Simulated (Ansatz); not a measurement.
# Lattice dynamics of (BaO)1(AgBr)2 [001] superlattice, started as rocksalt type

How does (BaO)1(AgBr)2 [001] superlattice, started as rocksalt type vibrate, and is this structure a minimum?

Main program and level: Ansatz 0.2.0; DFT PBEsol, scalar-relativistic, plane waves, PAW.

Most raw output is cut from this account.

The structure was built from a prototype and need not be the compound's stable phase.

### 1. Starting point

It takes space group I4/mmm (No. 139, tetragonal). The conventional cell has a = 4.026 Å, b = 4.026 Å, c = 17.080 Å, α = 90.00°, β = 90.00°, γ = 90.00°. Ag has 1 O at 2.85 Å and 5 Br at 2.85 Å nearest. Nearest to Ba lie 2 Br at 2.85 Å and 4 O at 2.85 Å. Br has 1 Ba at 2.85 Å and 5 Ag at 2.85 Å nearest. Nearest to O lie 2 Ag at 2.85 Å and 4 Ba at 2.85 Å. Farther neighbours and most contacts between anions are not listed.

### 2. Rough relaxation

The start is far from rest, so a relaxation with loose tolerances brings it close first.

input.yaml reads:

```yaml
crystal:
  lattice:
    - [2.84667, 2.84667, 0.0]
    - [-2.84667, 2.84667, 0.0]
    - [2.84667, 0.0, 8.54]
  atoms:
    - { symbol: Ag, position: [0.333333, 0.666667, 0.333333] }
    - { symbol: Ag, position: [0.666667, 0.333333, 0.666667] }
    - { symbol: Ba, position: [0.0, 0.0, 0.0] }
    - { symbol: Br, position: [0.833333, 0.166667, 0.333333] }
    - { symbol: Br, position: [0.166667, 0.833333, 0.666667] }
    - { symbol: O, position: [0.5, 0.5, 0.0] }
kpoints:
  mp_grid: { grid: [6, 6, 6] }
hamiltonian:
  xc: pbesol
scf:
  occupations: { method: gaussian, width: 0.1 }
output:
  forces: true
  stress: true
  eigenvalues: true
relax:
  adjacent_minimum: "off"
  f_tol: 0.05
  max_steps: 80
  cell: { stress_tol: 0.5 }
```

On the command line:

```console
ansatz run input.yaml --threads 4 --pin off --max-ram 14336MiB --backend cpu --events-out ev --progress --plain --runs-dir out
```

Elapsed: 50 s, on 4 threads of Arm Neoverse N1, shared host; peak memory 0.57 GiB; 3.2 min of CPU time.

Relaxation path:

| step | energy less that of the first step (eV) | largest force component (eV/Å) | pressure (GPa) | volume (Å³) |
| --- | --- | --- | --- | --- |
| 1 | 0.0000 | 1.9598 | -0.09 | 138.41 |
| 2 | -0.6367 | 0.6800 | -1.65 | 138.04 |
| 3 | -0.9269 | 0.6558 | 0.59 | 129.54 |
| 4 | -1.0767 | 0.3881 | 1.59 | 125.93 |
| 5 | -1.1651 | 0.2218 | 0.42 | 128.79 |
| 6 | -1.2196 | 0.0502 | -0.20 | 132.59 |
| 7 | -1.2285 | 0.0239 | 0.09 | 133.80 |
| 8* | -1.2297 | 0.0238 | 0.09 | 133.80 |

Relaxation steps marked * repeat the geometry before them on a plane-wave basis chosen anew for their cell, so energy and pressure can jump there.

Forces are held to the 16 operations that the run works with; a distortion that breaks them can't arise in this run.

| conventional cell, symmetrised | before | after | change |
| --- | --- | --- | --- |
| a (Å) | 4.026 | 3.811 | -5.3 % |
| b (Å) | 4.026 | 3.811 | -5.3 % |
| c (Å) | 17.080 | 18.429 | +7.9 % |
| volume (Å³/atom) | 23.07 | 22.30 | -3.3 % |

The atoms that moved most (Å, as changes of fractional coordinates times the final cell):

| atom | dx | dy | dz | length |
| --- | --- | --- | --- | --- |
| Ag1 | 0.000 | 0.000 | -0.761 | 0.761 |
| Ag2 | 0.000 | 0.000 | 0.761 | 0.761 |
| Br5 | 0.000 | 0.000 | -0.121 | 0.121 |
| Br4 | 0.000 | 0.000 | 0.121 | 0.121 |

Numbers from this step:

| Quantity | Value |
| --- | --- |
| pressure | 0.09191 GPa |
| gap on the k-mesh | 0.9742 eV |
| volume per atom | 22.30 Å³ |
| direct gap on mesh | 1.330 eV |

In this step the volume went from 23.07 to 22.30 Å³/atom.

### 3. Bringing the structure to rest

Harmonic phonons are second derivatives at a point where the forces vanish, and they are wanted at zero stress, so atoms and cell are relaxed first.

input.yaml reads:

```yaml
crystal:
  lattice:
    - [2.6945300483, 2.6945300483, 0.0]
    - [-2.6945300483, 2.6945300483, 0.0]
    - [2.6945300483, 0.0, 9.2144392066]
  atoms:
    - { symbol: Ag, position: [0.3746485638, 0.6253514362, 0.2507028724] }
    - { symbol: Ag, position: [0.6253514362, 0.3746485638, 0.7492971276] }
    - { symbol: Ba, position: [0.0, 0.0, 0.0] }
    - { symbol: Br, position: [0.8267693973, 0.1732306027, 0.3464612055] }
    - { symbol: Br, position: [0.1732306027, 0.8267693973, 0.6535387945] }
    - { symbol: O, position: [0.5, 0.5, 0.0] }
kpoints:
  mp_grid: { grid: [6, 6, 6] }
hamiltonian:
  xc: pbesol
scf:
  occupations: { method: gaussian, width: 0.02 }
output:
  forces: true
  stress: true
  eigenvalues: true
relax:
  adjacent_minimum: "off"
  f_tol: 0.005
  max_steps: 80
  cell: { stress_tol: 0.05 }
```

Elapsed: 28 s, on 4 threads; peak memory 0.56 GiB; 1.7 min of CPU time.

Relaxation path:

| step | energy less that of the first step (eV) | largest force component (eV/Å) | pressure (GPa) | volume (Å³) |
| --- | --- | --- | --- | --- |
| 1 | 0.0000 | 0.0238 | 0.09 | 133.80 |
| 2 | 0.0012 | 0.0552 | 0.01 | 135.10 |
| 3 | -0.0001 | 0.0038 | 0.01 | 134.53 |
| 4 | -0.0001 | 0.0047 | 0.00 | 134.68 |
| 5* | -0.0007 | 0.0047 | 0.00 | 134.68 |

Relaxation steps marked * repeat the geometry before them on a plane-wave basis chosen anew for their cell, so energy and pressure can jump there. Relaxation step 2 was tried and not accepted.

Forces are held to the 16 operations that the run works with; a distortion that breaks them can't arise in this run.

| conventional cell, symmetrised | before | after | change |
| --- | --- | --- | --- |
| a (Å) | 3.811 | 3.812 | +0.0 % |
| b (Å) | 3.811 | 3.812 | +0.0 % |
| c (Å) | 18.429 | 18.539 | +0.6 % |
| volume (Å³/atom) | 22.30 | 22.45 | +0.7 % |

The atoms that moved most (Å, as changes of fractional coordinates times the final cell):

| atom | dx | dy | dz | length |
| --- | --- | --- | --- | --- |
| Br5 | 0.000 | 0.000 | 0.021 | 0.021 |
| Br4 | 0.000 | 0.000 | -0.021 | 0.021 |
| Ag2 | 0.000 | 0.000 | 0.009 | 0.009 |
| Ag1 | 0.000 | 0.000 | -0.009 | 0.009 |

Numbers from this step:

- pressure: 0.003645 GPa
- gap on the k-mesh: 0.9709 eV
- volume per atom: 22.45 Å³
- direct gap on mesh: 1.324 eV

In this step the volume went from 22.30 to 22.45 Å³/atom.

### 4. Relaxing to small forces for the phonons

Phonons need a cell at rest on their own settings, so the relaxation is repeated with tight tolerances on forces and stress, using the mesh and the filling of the phonon run that follows.

input.yaml reads:

```yaml
crystal:
  lattice:
    - [2.6952919019, 2.6952919019, 0.0]
    - [-2.6952919019, 2.6952919019, 0.0]
    - [2.6952919019, 0.0, 9.2696954852]
  atoms:
    - { symbol: Ag, position: [0.3751292056, 0.6248707944, 0.2497415888] }
    - { symbol: Ag, position: [0.6248707944, 0.3751292056, 0.7502584112] }
    - { symbol: Ba, position: [0.0, 0.0, 0.0] }
    - { symbol: Br, position: [0.8278949159, 0.1721050841, 0.3442101683] }
    - { symbol: Br, position: [0.1721050841, 0.8278949159, 0.6557898317] }
    - { symbol: O, position: [0.5, 0.5, 0.0] }
kpoints:
  mp_grid: { grid: [8, 8, 8] }
hamiltonian:
  xc: pbesol
scf:
  occupations: { method: fixed }
output:
  forces: true
  stress: true
  eigenvalues: true
relax:
  adjacent_minimum: "off"
  f_tol: 0.001
  max_steps: 60
  cell: { stress_tol: 0.01 }
```

The job ended after 64 s (4 threads; peak memory 0.63 GiB).

Relaxation path:

| step | energy less that of the first step (eV) | largest force component (eV/Å) | pressure (GPa) | volume (Å³) |
| --- | --- | --- | --- | --- |
| 1 | 0.0000 | 0.0038 | 0.00 | 134.68 |
| 2 | 0.0000 | 0.0053 | 0.01 | 134.71 |
| 3 | 0.0001 | 0.0010 | 0.01 | 134.88 |
| 4* | 0.0000 | 0.0010 | 0.01 | 134.88 |
| 5 | -0.0001 | 0.0002 | 0.00 | 134.84 |
| 6* | 0.0000 | 0.0002 | 0.00 | 134.84 |

Relaxation steps marked * repeat the geometry before them on a plane-wave basis chosen anew for their cell, so energy and pressure can jump there.

The run keeps the 16 symmetry operations that it works with, so distortions that break them were not tested.

| conventional cell, symmetrised | before | after | change |
| --- | --- | --- | --- |
| a (Å) | 3.812 | 3.810 | -0.0 % |
| b (Å) | 3.812 | 3.810 | -0.0 % |
| c (Å) | 18.539 | 18.576 | +0.2 % |
| volume (Å³/atom) | 22.45 | 22.47 | +0.1 % |

This step gave:

```yaml
pressure: -0.002303 GPa
gap_on_the_k_mesh: 0.9739 eV
volume_per_atom: 22.47 Å³
direct_gap_on_mesh: 1.323 eV
```

The largest force component left is 0.20 meV/Å and the pressure is -0.002 GPa, within the tolerances set. The cell now holds 22.47 Å³/atom.

### 5. Linear response at the zone centre

The zone centre is the only wavevector solved here; it holds the modes that light can see, as far as symmetry allows. The response to a homogeneous field gives the Born charges and the dielectric tensor, and its change with displacement the Raman tensors.

input.yaml reads:

```yaml
crystal:
  lattice:
    - [2.6942863853, 2.6942863853, 0.0]
    - [-2.6942863853, 2.6942863853, 0.0]
    - [2.6942863853, 0.0, 9.2878409443]
  atoms:
    - { symbol: Ag, position: [0.3754046478, 0.6245953522, 0.2491907044] }
    - { symbol: Ag, position: [0.6245953522, 0.3754046478, 0.7508092956] }
    - { symbol: Ba, position: [0.0, 0.0, 0.0] }
    - { symbol: Br, position: [0.8281003937, 0.1718996063, 0.3437992127] }
    - { symbol: Br, position: [0.1718996063, 0.8281003937, 0.6562007873] }
    - { symbol: O, position: [0.5, 0.5, 0.0] }
kpoints:
  mp_grid: { grid: [8, 8, 8] }
hamiltonian:
  xc: pbesol
scf:
  occupations: { method: fixed }
output:
  eigenvalues: true
phonons:
  method: dfpt
  dielectric: true
  rigid_motions: translations
  raman: true
```

The job ended after 56 min (4 threads; peak memory 5.8 GiB; 3.7 h of CPU time).

This step gave:

```
sum-rule residual before enforcement                    : 9.99e-5 eV/Å²
miss of the charge sum rule                             : 0.01534 e
estimated error of the dielectric tensor                : 0.02780
estimated error of the Born charges                     : 0.02394 e
point group                                             : 4/mmm
highest optical mode at the zone centre (no LO-TO term) : 345.0 cm⁻¹
lowest optical zone-centre mode                         : 40.63 cm⁻¹
mean high-frequency dielectric constant                 : 5.613
largest Born charge (third of the trace)                : 2.595 e
mean static dielectric constant                         : 14.89
top of the zone-centre spectrum with the field          : 374.2 cm⁻¹
```

Without the LO-TO term. Patterns of degenerate modes are one choice out of their space. The modes at Γ (shares of kinetic energy by element, %):

| mode | frequency (cm⁻¹) | symmetry | Ag % | Ba % | Br % | O % |
| --- | --- | --- | --- | --- | --- | --- |
| 1 | 0.0 | acoustic | 41 | 26 | 30 | 3 |
| 2 | 0.0 | acoustic | 41 | 26 | 30 | 3 |
| 3 | 0.0 | acoustic | 41 | 26 | 30 | 3 |
| 4 | 40.6 | Eg | 63 | 0 | 37 | 0 |
| 5 | 40.6 | Eg | 63 | 0 | 37 | 0 |
| 6 | 59.1 | Eu | 11 | 68 | 18 | 3 |
| 7 | 59.1 | Eu | 11 | 68 | 18 | 3 |
| 8 | 80.5 | A2u | 57 | 16 | 26 | 0 |
| 9 | 84.5 | Eu | 48 | 0 | 51 | 1 |
| 10 | 84.5 | Eu | 48 | 0 | 51 | 1 |
| 11 | 86.4 | A1g | 86 | 0 | 14 | 0 |
| 12 | 89.4 | Eg | 37 | 0 | 63 | 0 |
| 13 | 89.4 | Eg | 37 | 0 | 63 | 0 |
| 14 | 126.5 | A1g | 14 | 0 | 86 | 0 |
| 15 | 136.1 | A2u | 0 | 56 | 43 | 0 |
| 16 | 183.3 | Eu | 0 | 6 | 1 | 93 |
| 17 | 183.3 | Eu | 0 | 6 | 1 | 93 |
| 18 | 345.0 | A2u | 2 | 2 | 0 | 97 |

Displacements in mode 5 (40.6 cm⁻¹), the largest set to 1:
```
Ag1 -1.00  0.03  0.00
Ag2  1.00 -0.03  0.00
Ba3  0.00  0.00  0.00
Br4 -0.89  0.02  0.00
Br5  0.89 -0.02  0.00
O6   0.00  0.00  0.00
```

Displacements in mode 7 (59.1 cm⁻¹), the largest set to 1:
```
Ag1 -0.33  0.01  0.00
Ag2 -0.33  0.01  0.00
Ba3  1.00 -0.02  0.00
Br4 -0.48  0.01  0.00
Br5 -0.48  0.01  0.00
O6   0.61 -0.01  0.00
```

Optical modes at the zone centre, without and with the macroscopic field of the longitudinal modes; each column is sorted by frequency, so a row need not hold one and the same mode. Modes with and without the field, by row:

| rank among optical modes | no field (cm⁻¹) | q along (1, 0, 0) (cm⁻¹) | q along (0, 0, 1) (cm⁻¹) |
| --- | --- | --- | --- |
| 1 | 40.6 | 40.6 | 40.6 |
| 2 | 40.6 | 40.6 | 40.6 |
| 3 | 59.1 | 59.1 | 59.1 |
| 4 | 59.1 | 61.8 | 59.1 |
| 5 | 80.5 | 80.5 | 84.5 |
| 6 | 84.5 | 84.5 | 84.5 |
| 7 | 84.5 | 86.4 | 85.6 |
| 8 | 86.4 | 89.4 | 86.4 |
| 9 | 89.4 | 89.4 | 89.4 |
| 10 | 89.4 | 104.3 | 89.4 |
| 11 | 126.5 | 126.5 | 126.5 |
| 12 | 136.1 | 136.1 | 144.6 |
| 13 | 183.3 | 183.3 | 183.3 |
| 14 | 183.3 | 251.8 | 183.3 |
| 15 | 345 | 345 | 374.2 |

Born charge (rows field, columns displacement) (e), principal values of the symmetric part by kind of site:

| atom | atoms with these values | low | middle | high | mean |
| --- | --- | --- | --- | --- | --- |
| Ag1 | 2 | 1.15 | 1.32 | 1.32 | 1.26 |
| Ba3 | 1 | 1.86 | 2.96 | 2.96 | 2.59 |
| Br4 | 2 | -1.55 | -1.55 | -1.06 | -1.39 |
| O6 | 1 | -2.50 | -2.50 | -2.03 | -2.34 |

In full for Br4:

```
-1.55  0.00  0.00
 0.00 -1.55  0.00
 0.00  0.00 -1.06
```

High-frequency dielectric tensor:

```
5.90 0.00 0.00
0.00 5.90 0.00
0.00 0.00 5.04
```

Static dielectric tensor (ions relaxed, fixed cell):

```
18.55  0.00  0.00
 0.00 18.55  0.00
 0.00  0.00  7.57
```

Transverse modes. Lines of the infrared spectrum (strongest = 100):

| position (cm⁻¹) | label | relative intensity |
| --- | --- | --- |
| 41 | Eg | 0.0 |
| 59 | Eu | 5.1 |
| 80 | A2u | 2.1 |
| 84 | Eu | 29 |
| 86 | A1g | 0.0 |
| 89 | Eg | 0.0 |
| 126 | A1g | 0.0 |
| 136 | A2u | 4.5 |
| 183 | Eu | 100 |
| 345 | A2u | 34 |

Activity x (w_L - w)^4 (n + 1)/w, 532 nm, 300 K; the tensors are static ones, while 532 nm light lies above the computed direct gap, where resonance would change the heights; modes without the macroscopic field alone. Lines of the Raman spectrum (strongest = 100):

| position (cm⁻¹) | label | relative intensity |
| --- | --- | --- |
| 41 | Eg | 50 |
| 59 | Eu | 0.0 |
| 80 | A2u | 0.0 |
| 84 | Eu | 0.0 |
| 86 | A1g | 68 |
| 89 | Eg | 1.2 |
| 126 | A1g | 100 |
| 136 | A2u | 0.0 |
| 183 | Eu | 0.0 |
| 345 | A2u | 0.0 |

Before it was imposed, the acoustic sum rule was missed by 1.0e-4 eV/Å² and the charge sum rule by 0.015 e. Small misses are needed for a sound result but don't prove that mesh and cutoff are converged. The lowest optical mode is real, 40.6 cm⁻¹.

The log warns of the k mesh: “the force constants stand on the 8×8×8 k-mesh, whose period is 12.25 times the interband length at k = (0.0000, 0.0000, 0.0000), direct gap 1.323 eV, under 14: take them and everything formed from them as unconverged”.

### 6. Another isotope, element Ag, natural mass 107.868 amu

An isotope changes the mass and not the force constants, so no new electronic calculation is needed; the shifts show which modes move this element.

The same force constants with the mass of Ag changed from 107.868 to 108.905 u (phonopy, no LO-TO term). Both lists are sorted by frequency; levels can cross, so a row need not hold one and the same mode. Modes under 3 cm⁻¹ are left out. Isotope shifts, by row:

| q | rank | natural mass (cm⁻¹) | changed mass (cm⁻¹) |
| --- | --- | --- | --- |
| 0 0 0 | 4 | 40.63 | 40.5 |
| 0 0 0 | 5 | 40.63 | 40.5 |
| 0 0 0 | 6 | 59.11 | 59.08 |
| 0 0 0 | 7 | 59.11 | 59.08 |
| 0 0 0 | 8 | 80.47 | 80.25 |
| 0 0 0 | 9 | 84.46 | 84.27 |
| 0 0 0 | 10 | 84.46 | 84.27 |
| 0 0 0 | 11 | 86.42 | 86.07 |
| 0 0 0 | 12 | 89.43 | 89.27 |
| 0 0 0 | 13 | 89.43 | 89.27 |
| 0 0 0 | 14 | 126.5 | 126.5 |
| 0 0 0 | 15 | 136.1 | 136.1 |
| 0 0 0 | 16 | 183.3 | 183.3 |
| 0 0 0 | 17 | 183.3 | 183.3 |
| 0 0 0 | 18 | 345 | 344.9 |

A mode of this element alone would shift by -0.48 %. The highest zone-centre frequency without the field goes from 345.0 to 344.9 cm⁻¹ (-0.0 %). The product of the frequency ratios over all optical modes at Γ is 0.977; the product rule, (m/m′)^(3k/2) (M′/M)^(3/2) with k = 2 such atoms and M the mass of the cell, gives 0.977.

### 7. Another isotope, element Ba, natural mass 137.327 amu

The same for Ba, from 137.33 to 133.90 u.

A mode of this element alone would shift by +1.27 %. The highest zone-centre frequency without the field goes from 345.0 to 345.0 cm⁻¹ (+0.0 %). The product of the frequency ratios over all optical modes at Γ is 1.029; the product rule, (m/m′)^(3k/2) (M′/M)^(3/2) with k = 1 such atoms and M the mass of the cell, gives 1.029.

### 8. Another isotope, element Br, natural mass 79.904 amu

The same for Br, from 79.90 to 80.92 u.

The same force constants with the mass of Br changed from 79.904 to 80.916 u (phonopy, no LO-TO term). Both lists are sorted by frequency; levels can cross, so a row need not hold one and the same mode. Modes under 3 cm⁻¹ are left out. Isotope shifts, by row:

| q | rank | natural mass (cm⁻¹) | changed mass (cm⁻¹) |
| --- | --- | --- | --- |
| 0 0 0 | 4 | 40.63 | 40.53 |
| 0 0 0 | 5 | 40.63 | 40.53 |
| 0 0 0 | 6 | 59.11 | 59.04 |
| 0 0 0 | 7 | 59.11 | 59.04 |
| 0 0 0 | 8 | 80.47 | 80.33 |
| 0 0 0 | 9 | 84.46 | 84.2 |
| 0 0 0 | 10 | 84.46 | 84.2 |
| 0 0 0 | 11 | 86.42 | 86.35 |
| 0 0 0 | 12 | 89.43 | 89.08 |
| 0 0 0 | 13 | 89.43 | 89.08 |
| 0 0 0 | 14 | 126.5 | 125.8 |
| 0 0 0 | 15 | 136.1 | 135.8 |
| 0 0 0 | 16 | 183.3 | 183.3 |
| 0 0 0 | 17 | 183.3 | 183.3 |
| 0 0 0 | 18 | 345 | 345 |

A mode of this element alone would shift by -0.63 %. The highest zone-centre frequency without the field goes from 345.0 to 345.0 cm⁻¹ (+0.0 %). The product of the frequency ratios over all optical modes at Γ is 0.968; the product rule, (m/m′)^(3k/2) (M′/M)^(3/2) with k = 2 such atoms and M the mass of the cell, gives 0.968.

### 9. Another isotope, element O, natural mass 15.999 amu

The same for O, from 16.00 to 18.00 u.

A mode of this element alone would shift by -5.72 %. The highest zone-centre frequency without the field goes from 345.0 to 325.9 cm⁻¹ (-5.5 %). The product of the frequency ratios over all optical modes at Γ is 0.843; the product rule, (m/m′)^(3k/2) (M′/M)^(3/2) with k = 1 such atoms and M the mass of the cell, gives 0.843.

### 10. Summary of results

```json
{"space group after relaxation (within 0.01 Å)": "I4/mmm", "volume per atom": "22.5 Å³", "gap on the k-mesh": "0.974 eV", "highest optical mode at the zone centre (no LO-TO term)": "345 cm⁻¹", "top of the zone-centre spectrum with the field": "374 cm⁻¹", "lowest optical zone-centre mode": "40.6 cm⁻¹", "mean high-frequency dielectric constant": "5.61", "mean static dielectric constant": "14.9", "largest Born charge (third of the trace)": "2.59 e", "imaginary modes at Γ (the only wavevector solved)": "none"}
```

**Reading.** The structure is stable against zone-centre distortions, since no mode there is imaginary; other wavevectors were not solved, so zone-boundary instabilities are untested. Without the field, the optical modes at Γ span 41 to 345 cm⁻¹. No dispersion was computed. The highest mode in this list at Γ, 345.0 cm⁻¹, is mostly motion of O (97 % of the kinetic energy). With the macroscopic field of the longitudinal modes the top of the zone-centre spectrum lies at 374 cm⁻¹, against 345 cm⁻¹ without it. Lattice motion raises the mean dielectric constant from 5.613 to 14.89. The strongest infrared line is at 183 cm⁻¹. Averaged over orientations, the strongest Raman line at 532 nm and 300 K is at 126 cm⁻¹. The tensors are the static, non-resonant ones, while 532 nm light (2.33 eV) lies above the computed gap. With the field response the log warns that the k mesh is coarse for the force constants too, so the frequencies may not be converged. Spin-orbit coupling is left out, which can matter for the heavy elements here. The starting cell was built on a prototype and not taken from a measurement, so the phase need not exist. These are harmonic frequencies at zero temperature: anharmonic shifts, linewidths and thermal expansion are left out.

[Logs are printed without paths, hosts, clocks, repeated set-up lines and the standing remarks that a program may print on its own settings, such as how far it seeks lower states.]

[Hosts, paths, dates, database ids (printed as entryN), source tags and the programs' standing remarks are cut or masked in the printed files.]
